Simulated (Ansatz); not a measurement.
**KLiB2 (built on the sites of a database entry of LiB): following an unstable mode**

Which phase does KLiB2 (built on the sites of a database entry of LiB) fall into along its unstable mode, and how much energy does it gain?

Program: Ansatz 0.2.0. Level of theory: DFT PBE+D3(BJ), scalar-relativistic, plane waves, PAW. Results are calculated unless marked as measured.

The structure was built from a prototype and need not be the compound's stable phase.

## 1. Starting point

The structure is hexagonal, space group P-6m2 (No. 187). Conventional cell: a = 4.798 Å, b = 4.798 Å, c = 3.165 Å, α = 90.00°, β = 90.00°, γ = 120.00°. Nearest to Li lie 3 B at 2.77 Å. Nearest to K lie 9 B at 2.77 to 3.19 Å and 2 K at 3.16 Å and 6 Li at 3.19 Å. Nearest to B lie 4 B at 1.58 to 3.16 Å and 3 Li at 2.77 Å and 6 K at 3.19 Å. Nearest to B lie 2 B at 1.58 Å and 3 K at 2.77 Å. Farther neighbours are not listed.

## 2. Response at finite wavevector

The cell comes from relaxations at this level that are not shown. Stability and thermal properties need the whole zone. Linear response on a 2×2×4 q mesh gives force constants as far as a supercell of that size would.

input.yaml reads:

```yaml
crystal:
  lattice:
    - [4.7979879418, 2.8112e-06, 0.0]
    - [-2.3989964055, 4.155178039, 0.0]
    - [0.0, 0.0, 3.1647645883]
  atoms:
    - { symbol: Li, position: [0.3333333333, 0.6666666667, 0.25] }
    - { symbol: K, position: [0.6666666667, 0.3333333333, 0.75] }
    - { symbol: B, position: [0.0, 0.0, 0.25] }
    - { symbol: B, position: [0.0, 0.0, 0.75] }
kpoints:
  mp_grid: { grid: [10, 10, 12] }
hamiltonian:
  xc: pbe
  dispersion: d3bj
scf:
  occupations: { method: methfessel_paxton, width: 0.15 }
output:
  eigenvalues: true
phonons:
  method: dfpt
  qmesh: [2, 2, 4]
  temperatures: { t_max: 1000, t_step: 50 }
  qpath:
    path:
      - [[0.0, 0.0, 0.0], [0.5, 0.0, 0.0], [0.33333333, 0.33333333, 0.0], [0.0, 0.0, 0.0], [0.0, 0.0, 0.5], [0.5, 0.0, 0.5], [0.33333333, 0.33333333, 0.5], [0.0, 0.0, 0.5]]
      - [[0.5, 0.0, 0.5], [0.5, 0.0, 0.0]]
      - [[0.33333333, 0.33333333, 0.5], [0.33333333, 0.33333333, 0.0]]
    npoints: 10
```

Command:

```bash
ansatz run input.yaml --threads 8 --pin off --max-ram 14336MiB --backend cpu --events-out ev --progress --plain --runs-dir out
```

Numbers of over 12 decimals in the logs are rounded to 6 here.

The program printed:

```text
Warning: phonons: the dynamical matrix that this run interpolates holds no multipole term above the dipole-dipole one, and a site of this crystal is no centre of inversion, so its interpolated transverse optical and acoustic branches and sound speeds can stay off near Gamma, and the density of states and the thermodynamics with them. What a run solves at a wave vector of phonons.qpoints, Gamma apart, where the deck admits one, is free of this, and under fd what a larger phonons.supercell samples
Engine: ansatz 0.2.0, aarch64-unknown-linux-gnu
Pseudopotentials: kind: paw
Pseudopotential: Li, paw, valence charge 3, recommended cutoff 420 eV (normal), Li.paw.azcp
Pseudopotential: K, paw, valence charge 9, recommended cutoff 420 eV (normal), K.paw.azcp
Pseudopotential: B, paw, valence charge 3, recommended cutoff 420 eV (normal), B.paw.azcp
Functional definition: PBE
  parameter kappa = 0.804
  parameter beta = 0.066725
  exchange = pbe_x(kappa = kappa, mu = beta*pi^2/3)
  correlation = pbe_c(beta = beta)
Crystal: 4 atoms, lattice volume = 63.094 Å³
Basis set: ecut = 420 eV, 1223 PW (Γ), exchange–correlation on 72×72×48 points (8 copies of the dense FFT grid, shifted against one another)
Bands: 13, of which v1, the nominal top of the filled ones, is band 9 counted from 1 (8 counted from 0)
Symmetry: 12 space group operations
k-points: 98 of 1200 (time reversal used)
Non-local potential: Li, projectors of the file, l = 0: 3, l = 1: 2, l = 2: 1
Non-local potential: K, projectors of the file, l = 0: 3, l = 1: 2, l = 2: 2
Non-local potential: B, projectors of the file, l = 0: 2, l = 1: 2, l = 2: 1
PAW form: soft (Blöchl's): semilocal exchange-correlation on the pseudo side does not see the compensation charge
PAW one-centre angular grid: Li, 110 points (default); XC on 64 Gauss nodes
PAW one-centre angular grid: K, 110 points (default); XC on 64 Gauss nodes
PAW one-centre angular grid: B, 110 points (default); XC on 64 Gauss nodes
Initial density: superposition of atomic densities (neutral atoms: chi_scale 0, normalization atom), corrected by the library's trained network
Initial wavefunctions: pseudopotential atomic-orbital guess
Functional: x = pbe(κ = 0.804, μ = 0.219515), c = pbe(β = 0.066725)
SCF iter   1: F=—  HF=-2054.244676 eV  |F-HF|=—  |Δ(HF+E_count)|=         —  Δρ=2.02e-3  dr2=2.52e-3  ethr=1.77e-3  ⟨swp⟩=5.4  Hψ=7718  notcnv=0
preconditioner: auto → none  [metal: Δε(μ)=0.033 eV  Ē_g=11.760 eV  σ=0.150 eV  W_gap=0.18  n_scr=8 (ndim 8)  ℏωp=17.5 eV  f_vac=0.000  D(μ)=0.57/eV (n_scr^D=0)  sad-step TF]
SCF iter   2: F=—  HF=-2054.244250 eV  |F-HF|=—  |Δ(HF+E_count)|=   4.26e-4  S|Δr|=    0.00e0  Δρ=1.16e-3  dr2=8.04e-4  ethr=1.40e-5  ⟨swp⟩=2.0  Hψ=2566  notcnv=0
SCF iter   3: F=—  HF=-2054.244570 eV  |F-HF|=—  |Δ(HF+E_count)|=   3.20e-4  S|Δr|=    0.00e0  Δρ=2.71e-4  dr2=6.09e-5  ethr=4.46e-6  ⟨swp⟩=2.1  Hψ=1557  notcnv=0
SCF iter   4: F=—  HF=-2054.244569 eV  |F-HF|=—  |Δ(HF+E_count)|=   1.62e-6  S|Δr|=    0.00e0  Δρ=9.85e-5  dr2=1.50e-5  ethr=3.38e-7  ⟨swp⟩=2.0  Hψ=1665  notcnv=0
SCF iter   5: F=—  HF=-2054.244565 eV  |F-HF|=—  |Δ(HF+E_count)|=   3.30e-6  S|Δr|=    0.00e0  Δρ=3.56e-5  dr2=6.29e-7  ethr=8.32e-8  ⟨swp⟩=2.0  Hψ=1654  notcnv=0
SCF iter   6: F=—  HF=-2054.244565 eV  |F-HF|=—  |Δ(HF+E_count)|=   1.23e-7  S|Δr|=    0.00e0  Δρ=6.80e-6  dr2=3.68e-8  ethr=3.49e-9  ⟨swp⟩=2.2  Hψ=1973  notcnv=0
SCF iter   7: F=—  HF=-2054.244565 eV  |F-HF|=—  |Δ(HF+E_count)|=   9.95e-9  S|Δr|=    0.00e0  Δρ=1.76e-6  dr2=1.03e-9  ethr=2.04e-10  ⟨swp⟩=2.0  Hψ=1674  notcnv=0
SCF iter   8: F=—  HF=-2054.244565 eV  |F-HF|=—  |Δ(HF+E_count)|=  6.89e-10  S|Δr|=    0.00e0  Δρ=3.50e-7  dr2=6.66e-11  ethr=5.74e-12  ⟨swp⟩=2.0  Hψ=1892  notcnv=0
SCF iter   9: F=-2054.244565 eV  HF=-2054.244565 eV  |F-HF|=0.00e0  |Δ(HF+E_count)|=  1.82e-12  S|Δr|=    0.00e0  Δρ=7.64e-8  dr2=2.85e-12  ethr=1.00e-12  ⟨swp⟩=6.6  Hψ=7080  notcnv=0
SCF 1 converged in 9 iterations: F = -2054.244565 eV  dr2 = 2.85e-12
  greatest PAW one-centre occupation: 1.000 electrons in one spin orbital (limit 2), on the Li atom at site 0 (counted from 0), in its partial waves of l = 0
Initial density: read from a saved state, or passed on in memory by an earlier SCF of this step, an earlier step, the calling program or the single point that the run made first
iter 1 solved again at ethr=1.06e-7 eV; its pass at ethr=3.10e-3 eV (dr2=1.91e-5 eV) is discarded
SCF iter   1: F=—  HF=-2054.244566 eV  |F-HF|=—  |Δ(HF+E_count)|=         —  Δρ=2.91e-7  dr2=1.58e-11  ethr=1.06e-7  ⟨swp⟩=3.4  Hψ=11691  notcnv=0
eigensolver tolerance schedule: the retry pair's looser diagonalisation over-reported the residual by 1212100.78 of it (diagonalisation noise at an unbounded share of the residual, at the tolerance the schedule requests for it); recorded, not acted on — ethr = c·dr2/N_el stays at c = 1.0e-1
preconditioner: auto → none  [metal: Δε(μ)=0.051 eV  Ē_g=11.760 eV  σ=0.150 eV  W_gap=0.27  n_scr=8 (ndim 8)  ℏωp=17.5 eV  f_vac=0.000  D(μ)=0.56/eV (n_scr^D=0)]
SCF iter   2: F=—  HF=-2054.244565 eV  |F-HF|=—  |Δ(HF+E_count)|=   3.38e-7  S|Δr|=    0.00e0  Δρ=1.57e-7  dr2=9.35e-12  ethr=1.00e-12  ⟨swp⟩=3.5  Hψ=6893  notcnv=0
SCF iter   3: F=-2054.244565 eV  HF=-2054.244565 eV  |F-HF|=9.09e-13  |Δ(HF+E_count)|=  2.73e-12  S|Δr|=    0.00e0  Δρ=9.80e-8  dr2=2.95e-12  ethr=1.00e-12  ⟨swp⟩=1.0  Hψ=2940  notcnv=0
SCF 2 converged in 3 iterations: F = -2054.244565 eV  dr2 = 2.95e-12
phonons: the bands overlap, so this run is a metal and interpolates without the dipole-dipole term. If the crystal is really an insulator or semiconductor, its LO-TO splitting is missing
NSCF: frozen V_eff on 98 k-points
WARN: eigensolver did not converge in 3 slots of this pass, the one above among them; of largest residual over every band (k=12): 1 band(s) unlocked (lowest unlocked band 12, counted from 0; max residual 4.47e-5 eV among the unlocked bands, 4.47e-5 eV over every band); of lowest unlocked band (k=12): band 12
NSCF: frozen V_eff on 364 k-points
DFPT response loops at q = (0, 0, 0) (fractional): preconditioner auto → Kerker (q_TF=auto, 2.214 Å⁻¹) (partly filled bands, converged f_vac=0.000); β = 1.00, the filter's whole step (`scf.mixing.beta` (0.50) is not read by the response loops under this deck's `scf.mixing.preconditioner`; to damp them name `kerker` or `kerker_dos`, under which they read `scf.mixing.beta`, and type it under 1.00, their step now; both keys bind the ground state too); Broyden in place of MSR1
NSCF: frozen V_eff on 1248 k-points
DFPT response loops at q = (0, 0, 0.25) (fractional): mixed as the last ones told, above
NSCF: frozen V_eff on 728 k-points
DFPT response loops at q = (0, 0, -0.5) (fractional): mixed as the last ones told, above
NSCF: frozen V_eff on 728 k-points
DFPT response loops at q = (0, -0.5, 0) (fractional): mixed as the last ones told, above
NSCF: frozen V_eff on 1248 k-points
DFPT response loops at q = (0, -0.5, 0.25) (fractional): mixed as the last ones told, above
NSCF: frozen V_eff on 728 k-points
DFPT response loops at q = (0, -0.5, -0.5) (fractional): mixed as the last ones told, above
SCF converged after 9 iterations
Stability not checked: this state was not tested for a lower state beside it, because cold or Methfessel-Paxton smearing, or corrected tetrahedra, fill the levels in a way that the test cannot read (fill_not_monotonic; see scf.lower_state_search)
Free energy (F): -2054.244565 eV
Harris-Foulkes:  -2054.244565 eV  (|F-HF|=0.00e0)
Internal energy: -2054.243835 eV  (E = F + TS)
E sigma→0 (E₀):  -2054.244383 eV
Entropy (-TS):   -0.000731 eV (-0.183 meV/atom)
Fermi energy:    5.629178 eV
--- Per-component energies (eV) ---
  E_band       = -177.440571
  E_kinetic    = 370.326708
  E_local      = -739.587080  (includes V_loc(G=0)·N_el)
  E_nonlocal   = 4.503884
  E_hartree    = 244.007681
  E_xc         = -208.906294
  E_vxc        = -253.320995  (∫ρ·V_xc dr)
  E_paw        = -960.374374  (= ΣΔE_a)
  E_vpaw       = -47.378445  (= ΣTr[D̂ρ^β])
  E_aug_tail   = 0.000003  (compensation charges beyond the density's cutoff)
  E_ewald      = -763.413478
  E_disp       = -0.800886  (pairwise vdW)
  E_smearing   = -0.000731  (= −TS)
  E_closure    = -0.000000  (closes the sum)
  Σ components = -2054.244565   (vs F -2054.244565, Δ=0.00e0)
--- Band table (eV; the first three rows and the last of 98) ---
  k-point 0: bands = [... 5 lower, -3.9824, 2.3891, 2.8678, 2.8678, 6.3621, 8.9077, 9.3978, 9.3978]
  k-point 1: bands = [... 5 lower, -3.9047, 2.1872, 2.9642, 2.9642, 6.4442, 9.0698, 9.3785, 9.3785]
  k-point 2: bands = [... 5 lower, -3.6775, 1.6497, 3.2527, 3.2527, 6.6522, 9.2941, 9.2941, 9.4841]
  k-point 97: bands = [... 5 lower, -1.4977, -1.2124, 4.9338, 5.3621, 5.7321, 6.0670, 9.1194, 9.3687]
--- Phonons (Γ-DFPT): 8 representative perturbations + reference (Σ response iterations 25) ---
  ASR residual: 1.850e-3 → 0.000e0 eV/Å²; symmetrization residual: 6.593e-7 eV/Å²
  pairwise dispersion correction: d3bj (s6 = 1.0, s8 = 0.7875, a1 = 0.4289, a2_bohr = 4.4407), with the weights of each atom's references fixed at the reference crystal's, and the forces and stress that the weights' published response gives there kept as a pressure on the atom's counted neighbours (hamiltonian.dispersion)
  ASR residual per site (eV/Å²): 1.54e-5 1.85e-3 2.23e-5 1.24e-5
  Γ frequencies (cm⁻¹): -70.63 0.00 0.00 0.00 143.47 208.50 208.50 284.72 284.72 470.66 470.66 1274.88
--- Phonons (arbitrary-q DFPT): 6 irreducible q on the 2×2×4 mesh ---
  q = [0.0000, 0.0000, 0.0000] (star 1, of the zone-centre solve; hermiticity 3.88e-8, symmetrization 6.25e-9): -70.63 -0.00 -0.00 0.00 143.47 208.50 208.50 284.72 284.72 470.66 470.66 1274.88
  q = [0.0000, 0.0000, 0.2500] (star 2, 8 solved perturbations in 3168 linear systems a pass and spin channel, the states on 624 of 1200 k-point pairs; hermiticity 2.24e-8, symmetrization 2.44e-8): 64.44 64.44 126.65 210.46 210.46 223.89 289.74 289.74 469.66 469.66 601.92 1344.57
  q = [0.0000, 0.0000, -0.5000] (star 1, 8 solved perturbations in 1848 linear systems a pass and spin channel, the states on 364 of 1200 k-point pairs; hermiticity 3.29e-8, symmetrization 3.68e-9): 139.40 139.40 171.19 181.51 181.51 289.34 353.01 353.01 428.66 428.66 1073.77 1091.35
  q = [0.0000, -0.5000, 0.0000] (star 3, 12 solved perturbations in 3780 linear systems a pass and spin channel, the states on 364 of 1200 k-point pairs; hermiticity 2.80e-8, symmetrization 1.02e-8): -98.59 -59.91 42.44 124.22 166.42 196.17 234.25 283.89 287.66 467.54 471.47 1231.13
  q = [0.0000, -0.5000, 0.2500] (star 6, 12 solved perturbations in 6480 linear systems a pass and spin channel, the states on 624 of 1200 k-point pairs; hermiticity 2.66e-8, symmetrization 2.18e-8): -10.48 96.98 143.68 205.58 222.90 245.79 294.22 294.62 468.58 472.30 598.45 1349.82
  q = [0.0000, -0.5000, -0.5000] (star 3, 12 solved perturbations in 3780 linear systems a pass and spin channel, the states on 364 of 1200 k-point pairs; hermiticity 2.12e-8, symmetrization 1.66e-8): 107.87 132.38 146.70 194.38 227.35 294.63 355.06 370.04 424.99 432.25 1067.90 1091.76
  sum rule: each row above includes the acoustic sum rule's correction from the zone centre's row sums; it moved no ω² by more than (3.59 cm⁻¹)²
  mesh force constants: q→R imaginary residual 8.39e-19; ASR residual 1.850e-3 → 0.000e0 eV/Å²; symmetrization residual 3.553e-14 eV/Å²
  interpolated dispersion: 93 rows × 12 modes
  density of states and harmonic sums: on the 16×16×20 q-mesh, interpolated from the force constants of a 2×2×4 supercell (no non-analytic term)
  largest difference from the sums on the solved wave vectors: F 1.15e-1 eV, S 1.61e-4 and C_V 4.68e-5 eV/K
  zero-point energy: 0.266939 eV/cell   skipped modes (ω ≤ 0): 164, of them read as no rigid motion or as one in doubt: 161 (4.564e-1 modes/cell left out, lowest -98.59 cm⁻¹)   left out of the sums: 3.81e-2 of the cell's modes: C_V's classical limit lies that fraction below 3 k_B per atom; for a crystal, a wire or a layer, F and S can be off by more, and a phonons.interpolated_qmesh denser along its periods is the remedy for the sampling
```

Wall time 2.9 min (8 threads of Arm Neoverse V2, shared host); peak memory 1.5 GiB; 22 min of CPU time.

Numbers from this step:

```yaml
volume_per_atom: 15.77 Å³
gap_on_the_k_mesh: 0 eV
sum_rule_residual_before_enforcement: 0.001850 eV/Å²
lowest_frequency_on_the_path: -98.59 cm⁻¹
point_group: -6m2
highest_frequency_on_the_path_or_at_a_solved_wavevector: 1350 cm⁻¹
highest_optical_mode_at_the_zone_centre_no_lo_to_term: 1275 cm⁻¹
lowest_optical_zone_centre_mode: -70.63 cm⁻¹
lowest_mode_on_the_q_mesh_acoustic_modes_at_gamma_apart: -98.59 cm⁻¹
```

Frequencies (cm⁻¹) solved at each irreducible wavevector; negative means imaginary. Frequencies by wavevector, by row:

| q in reciprocal lattice units | star | mode 1 | mode 2 | mode 3 | mode 4 | mode 10 | mode 11 | mode 12 |
| --- | --- | --- | --- | --- | --- | --- | --- | --- |
| 0 0 0 | 1 | -70.6 | 0 | 0 | 0 | 470.7 | 470.7 | 1275 |
| 0 0 0.25 | 2 | 64.4 | 64.4 | 126.7 | 210.5 | 469.7 | 601.9 | 1345 |
| 0 0 -0.5 | 1 | 139.4 | 139.4 | 171.2 | 181.5 | 428.7 | 1074 | 1091 |
| 0 -0.5 0 | 3 | -98.6 | -59.9 | 42.4 | 124.2 | 467.5 | 471.5 | 1231 |
| 0 -0.5 0.25 | 6 | -10.5 | 97 | 143.7 | 205.6 | 472.3 | 598.5 | 1350 |
| 0 -0.5 -0.5 | 3 | 107.9 | 132.4 | 146.7 | 194.4 | 432.2 | 1068 | 1092 |

Interpolated from a 2×2×4 q mesh. The phonon branches at the labelled points (cm⁻¹):

| point | branch 1 | branch 2 | branch 3 | branch 4 | branch 9 | branch 10 | branch 11 | branch 12 |
| --- | --- | --- | --- | --- | --- | --- | --- | --- |
| Γ | -71 | 0 | 0 | 0 | 285 | 471 | 471 | 1275 |
| halfway | -76 | -64 | 27 | 82 | 285 | 469 | 471 | 1253 |
| M | -99 | -60 | 42 | 124 | 288 | 468 | 472 | 1231 |
| halfway | -60 | -57 | 43 | 124 | 291 | 468 | 472 | 1228 |
| K | -59 | 43 | 103 | 104 | 290 | 468 | 472 | 1226 |
| halfway | -63 | -60 | 31 | 76 | 287 | 468 | 471 | 1248 |
| Γ | -71 | 0 | 0 | 0 | 285 | 471 | 471 | 1275 |
| halfway | 64 | 64 | 127 | 210 | 470 | 470 | 602 | 1345 |
| A | 139 | 139 | 171 | 182 | 429 | 429 | 1074 | 1091 |
| halfway | 129 | 136 | 149 | 188 | 428 | 430 | 1071 | 1092 |
| L | 108 | 132 | 147 | 194 | 425 | 432 | 1068 | 1092 |
| halfway | 98 | 108 | 173 | 193 | 420 | 436 | 1068 | 1092 |
| H | 77 | 108 | 184 | 192 | 416 | 438 | 1067 | 1092 |
| halfway | 123 | 124 | 160 | 189 | 426 | 433 | 1070 | 1092 |
| A | 139 | 139 | 171 | 182 | 429 | 429 | 1074 | 1091 |
| jump to L | 108 | 132 | 147 | 194 | 425 | 432 | 1068 | 1092 |
| halfway | -10 | 97 | 144 | 206 | 469 | 472 | 598 | 1350 |
| M | -99 | -60 | 42 | 124 | 288 | 468 | 472 | 1231 |
| jump to H | 77 | 108 | 184 | 192 | 416 | 438 | 1067 | 1092 |
| halfway | 45 | 96 | 133 | 212 | 468 | 474 | 598 | 1350 |
| K | -59 | 43 | 103 | 104 | 290 | 468 | 472 | 1226 |

Symmetry leaves 6 wavevectors to solve. The lowest mode among them, the acoustic zeros apart, lies at q = (0, -0.5, 0) and is imaginary, 98.6i cm⁻¹, so the energy falls along it.

## 3. The mode frozen in, largest atomic shift 0 Å

The mode followed lies at q = (0, -0.5, 0) with frequency 98.6i cm⁻¹, the softest among the wavevectors solved. At small amplitude the distorted cell has space group no. 26 by a symmetry search on the positions. The undistorted cell that holds it gives the zero of energy on the same k mesh.

System of this step: KLiB2 (built on the sites of a database entry of LiB). It takes space group P-6m2 (No. 187, hexagonal). Conventional cell: a = 4.798 Å, b = 4.798 Å, c = 3.165 Å, α = 90.00°, β = 90.00°, γ = 120.00°. Li has 3 B at 2.77 Å nearest. K has 9 B at 2.77 to 3.19 Å and 2 K at 3.16 Å and 6 Li at 3.19 Å nearest. B has 4 B at 1.58 to 3.16 Å and 3 Li at 2.77 Å and 6 K at 3.19 Å nearest. Nearest to B lie 2 B at 1.58 Å and 3 K at 2.77 Å. Farther neighbours are not listed.

input.yaml reads:

```yaml
crystal:
  lattice:
    - [0.0, 0.0, 3.1647645883]
    - [4.7979879418, 2.8112e-06, 0.0]
    - [-4.8692e-06, 8.3103588893, 0.0]
  atoms:
    - { symbol: Li, position: [0.25, 1.0, 0.3333333333] }
    - { symbol: Li, position: [0.25, 0.5, 0.8333333333] }
    - { symbol: K, position: [0.75, 0.5, 0.1666666667] }
    - { symbol: K, position: [0.75, 0.0, 0.6666666667] }
    - { symbol: B, position: [0.25, 0.0, 0.0] }
    - { symbol: B, position: [0.25, 0.5, 0.5] }
    - { symbol: B, position: [0.75, 0.0, 0.0] }
    - { symbol: B, position: [0.75, 0.5, 0.5] }
kpoints:
  mp_grid: { grid: [10, 6, 4] }
hamiltonian:
  xc: pbe
  dispersion: d3bj
scf:
  occupations: { method: methfessel_paxton, width: 0.15 }
output:
  forces: true
  stress: true
  eigenvalues: true
```

The program printed:

```text
[...]
Crystal: 8 atoms, lattice volume = 126.189 Å³
Basis set: ecut = 420 eV, 2457 PW (Γ), exchange–correlation on 48×72×120 points (8 copies of the dense FFT grid, shifted against one another)
Bands: 26, of which v1, the nominal top of the filled ones, is band 18 counted from 1 (17 counted from 0)
Symmetry: 8 space group operations
[...]
k-point 0: bands = [... 14 lower, 2.3801, 2.8625, 2.8632, 3.0748, 6.3617, 7.0670, 8.9064, 9.0448, ... 4 higher]
  k-point 1: bands = [... 14 lower, 2.3770, 2.6710, 2.8941, 3.0437, 6.7078, 7.2098, 8.6169, 8.7376, ... 4 higher]
  k-point 2: bands = [... 14 lower, 2.3697, 2.3697, 2.9688, 2.9688, 7.3039, 7.3039, 8.2911, 8.2911, ... 4 higher]
  k-point 71: bands = [... 14 lower, 4.9557, 4.9557, 5.3079, 5.3079, 5.3942, 5.3942, 6.7323, 6.7323, ... 4 higher]
[key lines of the parts left out:]
SCF converged after 7 iterations
Free energy (F): -4108.485667 eV
Fermi energy:    5.630629 eV
P = ⅓ Tr σ = 0.0148 GPa (0.148 kbar)
```

It took 2.4 s on 8 threads; peak memory 0.54 GiB; 18 s of CPU time.

This step gave:

```yaml
pressure: 0.01485 GPa
energy_from_the_undistorted_cell: 0 meV/atom
```

The run ends at a pressure of 0.01 GPa, with forces up to 0.0038 eV/Å.

[end of part 1 of 3]

[Logs are printed without paths, hosts, clocks, repeated set-up lines and the standing remarks that a program may print on its own settings, such as how far it seeks lower states.]

[Hosts, paths, dates, database ids (printed as entryN), source tags and the programs' standing remarks are cut or masked in the printed files.]
